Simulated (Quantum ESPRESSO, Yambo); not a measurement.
# BAs (F-43m): Bethe-Salpeter spectra with Yambo, part 2 of 2

Aim: follow the lowest exciton of BAs (F-43m) as the mesh is refined.

Quantum ESPRESSO 7.5 and Yambo 5.3.0; PBE and many-body steps on it, plane waves. Known limits of the many-body steps: not at the basis limit; no spin-orbit coupling; coarse k mesh; bindings not settled in the k mesh.

So far. Step 19 (k mesh (10×10×10)): The lowest state lies at 3.980 eV, 0.129 eV under the direct gap. Step 20 (Triplet (no exchange term)): The lowest triplet lies at 3.978 eV; without spin-orbit coupling triplets are dark, so no spectrum is read.

### 21. Empty states on the mesh, 12×12×12 mesh, 21 bands

This step: Quantum ESPRESSO 7.5; DFT, PBE, plane waves, norm-conserving pseudopotentials.

File pw.in:

```
&control
  calculation = 'nscf'
  prefix = 'x'
  outdir = 'o'
  pseudo_dir = 'pseudo'
/
&system
  ibrav = 0
  nat = 2
  ntyp = 2
  ecutwfc = 100.0
  nbnd = 21
  force_symmorphic = .true.
/
&electrons
  conv_thr = 1e-9
  electron_maxstep = 80
  diago_full_acc = .true.
  diago_thr_init = 5e-6
/
ATOMIC_SPECIES
  B 10.81 B.upf
  As 74.922 As.upf
CELL_PARAMETERS angstrom
  -0.0000000000 2.3885000000 2.3885000000
  2.3885000000 -0.0000000000 2.3885000000
  2.3885000000 2.3885000000 -0.0000000000
ATOMIC_POSITIONS crystal
  B 0.0000000000 0.0000000000 0.0000000000
  As 0.2500000000 0.2500000000 0.2500000000
K_POINTS automatic
  12 12 12 0 0 0
```

Launch:

```sh
OMP_NUM_THREADS=1 mpirun -n 4 pw.x -nk 4 -in pw.in > pw.out
```

The job ended after 5.1 s (4 MPI ranks of Arm Neoverse V2, shared host; peak memory 0.22 GiB).

This step gave:

```
gap                                                           : 1.202 eV
k of the valence top                                          : 0, 0, 0
k of the conduction bottom                                    : 0, 0.4167, 0.4167
least direct gap                                              : 3.289 eV
k points computed                                             : 72
lowest point of the top converged band, above the valence top : 13.70 eV
```

On this mesh the gap is 1.202 eV.

### 22. Conversion and set-up

This step: Yambo 5.3.0; conversion and set-up on PBE, plane waves, norm-conserving pseudopotentials.

Launch:

```sh
(cd o/x.save; p2y > p2y.log; mv SAVE ../..); yambo > setup.log
```

Wall time 3.5 s (1 MPI rank); peak memory 0.27 GiB.

### 23. k mesh (12×12×12)

This step: Bethe-Salpeter equation on PBE with a scissors shift, plane waves, norm-conserving pseudopotentials.

File bse15.in:

```
optics
bss
bse
em1s
dipoles
rim_cut
RandQpts= 1000000
RandGvec= 1 RL
Chimod= "HARTREE"
BSKmod= "SEX"
BSEmod= "resonant"
BSSmod= "d"
BSENGexx= 20 Ry
BSENGBlk= 4 Ry
% BSEQptR
 1 | 1 |
%
% BSEBands
 12 | 15 |
%
% BEnRange
 0 | 6 | eV
%
% BDmRange
 0.1 | 0.1 | eV
%
BEnSteps= 121
% BLongDir
 1 | 0 | 0 |
%
% BndsRnXs
 10 | 21 |
%
NGsBlkXs= 4 Ry
% LongDrXs
 1 | 1 | 1 |
%
% KfnQP_E
 0.82 | 1.0 | 1.0 |
%
WRbsWF
FFTGvecs= 45 Ry
```

Launch:

```sh
OMP_NUM_THREADS=1 mpirun -n 4 yambo -F bse15.in -J bse15 -C bse15 > bse15.log
```

Wall time 13 min (4 MPI ranks); peak memory 7.5 GiB.

Numbers from this step:

* transitions in the window: 6912
* direct gap of the transition levels: 4.109 eV
* lowest state: 4.000 eV
* first strong exciton (over a fiftieth of the strongest listed): 4.000 eV
* binding of the lowest state below the direct gap: 0.1091 eV
* Coulomb term of one mesh cell: 0.1206 eV

The binding is 0.90 times the screened Coulomb term of one mesh cell (0.12 eV), so it is not shown settled.

The lowest state lies at 4.000 eV, 0.109 eV under the direct gap.

The window of bands is narrower than in the first exciton run, so this row is not like for like with it.

The program warns that the window of bands cuts a degenerate level, which breaks the symmetry of states and spectrum.

### 24. Triplet (no exchange term)

bse16.in, as its differences from bse15.in of step 23:

```diff
@@ -12,3 +12,3 @@
 BSSmod= "d"
-BSENGexx= 20 Ry
+BSENGexx= 1 RL
 BSENGBlk= 4 Ry
```

Launch:

```sh
OMP_NUM_THREADS=1 mpirun -n 4 yambo -F bse16.in -J bse16,bse15_W -C bse16 > bse16.log
```

The job ended after 13 min (4 MPI ranks; peak memory 8.3 GiB).

The lowest triplet lies at 3.999 eV; without spin-orbit coupling triplets are dark, so no spectrum is read.

The program warns that the window of bands cuts a degenerate level, which breaks the symmetry of states and spectrum.

### 25. Spectrum in a wider window

File bse17.in:

```
optics
bss
bse
em1s
dipoles
rim_cut
RandQpts= 1000000
RandGvec= 1 RL
Chimod= "HARTREE"
BSKmod= "SEX"
BSEmod= "resonant"
BSSmod= "h"
BSENGexx= 20 Ry
BSENGBlk= 4 Ry
% BSEQptR
 1 | 1 |
%
% BSEBands
 11 | 17 |
%
% BEnRange
 0 | 9 | eV
%
% BDmRange
 0.1 | 0.1 | eV
%
BEnSteps= 181
% BLongDir
 1 | 0 | 0 |
%
% BndsRnXs
 10 | 21 |
%
NGsBlkXs= 4 Ry
% LongDrXs
 1 | 1 | 1 |
%
% KfnQP_E
 0.82 | 1.0 | 1.0 |
%
BSHayTrs= -0.02
FFTGvecs= 45 Ry
```

Launch:

```sh
OMP_NUM_THREADS=1 mpirun -n 4 yambo -F bse17.in -J bse17,bse15_W -C bse17 > bse17.log
```

The job ended after 6.4 min (4 MPI ranks; peak memory 5 GiB; 26 min of CPU time).

Numbers from this step:

```yaml
transitions_in_the_window: 20736
direct_gap_of_the_transition_levels: 4.109 eV
```

The ε₂ has structure finer than the step of the table below, so its rows give means over 0.25 eV, whole bins alone (the curve runs from 0 to 9 eV). Peaks (eV: height): BSE 5.100: 27.3, 5.500: 31.2, 5.850: 37.3, 7.050: 15.5; no electron-hole interaction 6.350: 42.6, 7.400: 27.2.

Field along x; broadening 0.1 eV; transition window only. Limits: finite bands, cutoff and mesh; no spin-orbit coupling; exciton not shown settled in the k mesh. ε₂ against photon energy; means over each step:

```
photon energy (eV)     BSE  no electron-hole interaction
              0.25  0.0861                        0.0661
              0.50  0.0951                        0.0721
              0.75   0.106                        0.0791
              1.00   0.118                        0.0872
              1.25   0.133                        0.0967
              1.50   0.152                         0.108
              1.75   0.174                         0.121
              2.00   0.202                         0.138
              2.25   0.239                         0.158
              2.50   0.288                         0.184
              2.75   0.355                         0.218
              3.00   0.454                         0.264
              3.25   0.612                         0.331
              3.50   0.907                         0.438
              3.75    1.74                         0.651
              4.00    4.81                          1.43
              4.25    11.4                          3.01
              4.50    16.6                          6.67
              4.75    19.2                          9.33
              5.00    23.9                          10.6
              5.25    24.8                          13.2
              5.50    28.7                          14.4
              5.75    32.0                          17.3
              6.00    33.9                          21.2
              6.25    19.0                          32.1
              6.50    9.29                          29.3
              6.75    10.5                          14.9
              7.00    14.9                          15.6
              7.25    11.6                          22.2
              7.50    6.49                          20.4
              7.75    5.40                          11.8
              8.00    4.70                          8.86
              8.25    3.94                          8.33
              8.50    3.17                          5.96
              8.75    3.35                          5.48
```

### 26. The runs together

Times are wall times on 4 MPI ranks of Arm Neoverse V2, shared host, good to a factor of about two.

```
                       run      mesh  transitions  broadening (eV)  direct gap (eV)  lowest state (eV)  binding (eV)  mesh cell's term (eV)  tallest peak (eV)  height     time
                  excitons     4×4×4          768              0.1            4.109              3.888         0.221                  0.236               4.75     140    4.2 s
triplet (no exchange term)     4×4×4          768              0.1            4.109              3.866         0.243                  0.236                  -       -    2.4 s
            k mesh (6×6×6)     6×6×6         2592              0.1            4.109              3.916         0.193                  0.210               5.85    58.0     53 s
triplet (no exchange term)     6×6×6         2592              0.1            4.109              3.908         0.201                  0.210                  -       -     50 s
            k mesh (8×8×8)     8×8×8         3072              0.1            4.109              3.952         0.157                  0.174                  -       -     82 s
triplet (no exchange term)     8×8×8         3072              0.1            4.109              3.948         0.161                  0.174                  -       -     77 s
         k mesh (10×10×10)  10×10×10         4000              0.1            4.109              3.980         0.129                  0.143               5.85    43.3  2.9 min
triplet (no exchange term)  10×10×10         4000              0.1            4.109              3.978         0.131                  0.143                  -       -  2.7 min
         k mesh (12×12×12)  12×12×12         6912              0.1            4.109              4.000         0.109                  0.121               5.85    34.8   13 min
triplet (no exchange term)  12×12×12         6912              0.1            4.109              3.999         0.110                  0.121                  -       -   13 min
spectrum in a wider window  12×12×12        20736              0.1            4.109                  -             -                      -               5.85    37.3  6.4 min
```

### 27. Summary of results

```
excitons                   : lowest state 3.888 eV (not settled in the k mesh)
triplet (no exchange term) : lowest state 3.866 eV (not settled in the k mesh)
k mesh (6×6×6)             : lowest state 3.916 eV (not settled in the k mesh)
triplet (no exchange term) : lowest state 3.908 eV (not settled in the k mesh)
k mesh (8×8×8)             : lowest state 3.952 eV (not settled in the k mesh)
triplet (no exchange term) : lowest state 3.948 eV (not settled in the k mesh)
k mesh (10×10×10)          : lowest state 3.980 eV (not settled in the k mesh)
triplet (no exchange term) : lowest state 3.978 eV (not settled in the k mesh)
k mesh (12×12×12)          : lowest state 4.000 eV (not settled in the k mesh)
triplet (no exchange term) : lowest state 3.999 eV (not settled in the k mesh)
```

**Reading.** On the 4×4×4 mesh the lowest exciton lies at 3.888 eV, 0.221 eV below the direct gap; one cell of the mesh carries a screened Coulomb term of 0.24 eV, so this binding is not shown settled. That state is dark or weak; the first strong one lies at 3.898 eV. Bindings below are those of the lowest state. Between the two densest meshes the binding falls by 0.87 of the fall in the mesh cell's term (the screened Coulomb energy of a charge repeated on the supercell that the mesh stands for). The binding is still 0.9 times that term, so the mesh does not resolve the exciton and no limit can be drawn. Triplet (no exchange term), against «excitons (4×4×4)»: the lowest state moves by −0.023 eV (keys changed: BSENGexx). Triplets are dark. k mesh (6×6×6), against «excitons (4×4×4)»: the lowest state moves by +0.028 eV. Triplet (no exchange term), against «k mesh (6×6×6)»: the lowest state moves by −0.008 eV (keys changed: BSENGexx). Triplets are dark. k mesh (8×8×8), against «k mesh (6×6×6)»: the lowest state moves by +0.036 eV (keys changed: BSEBands, the mesh and the band window). Triplet (no exchange term), against «k mesh (8×8×8)»: the lowest state stays within 0.01 eV (keys changed: BSENGexx). Triplets are dark. k mesh (10×10×10), against «k mesh (8×8×8)»: the lowest state moves by +0.028 eV (keys changed: BSEBands, the mesh and the band window). Triplet (no exchange term), against «k mesh (10×10×10)»: the lowest state stays within 0.01 eV (keys changed: BSENGexx). Triplets are dark. k mesh (12×12×12), against «k mesh (10×10×10)»: the lowest state moves by +0.020 eV. Triplet (no exchange term), against «k mesh (12×12×12)»: the lowest state stays within 0.01 eV (keys changed: BSENGexx). Triplets are dark. Lines within a few meV of each other can be one level split by numerical noise, or distinct levels. Screening is static and electronic alone, and only transitions inside the band window count. The 4×4×4 mesh is coarse for this cell, which bears on the long-range parts of exchange and screening. The many-body steps are scalar-relativistic: spin-orbit coupling is not in them.

[Paths, hosts, dates, memory and timing lines, banners, echoed tables and standing remarks are left out of the program output.]

[Logs are printed without paths, hosts, clocks, repeated set-up lines and the standing remarks that a program may print on its own settings, such as how far it seeks lower states.]

[Runs of the session that timed out or met a known fault of the program may be left out.]

[Hosts, paths, dates, database ids (printed as entryN), source tags and the programs' standing remarks are cut or masked in the printed files.]
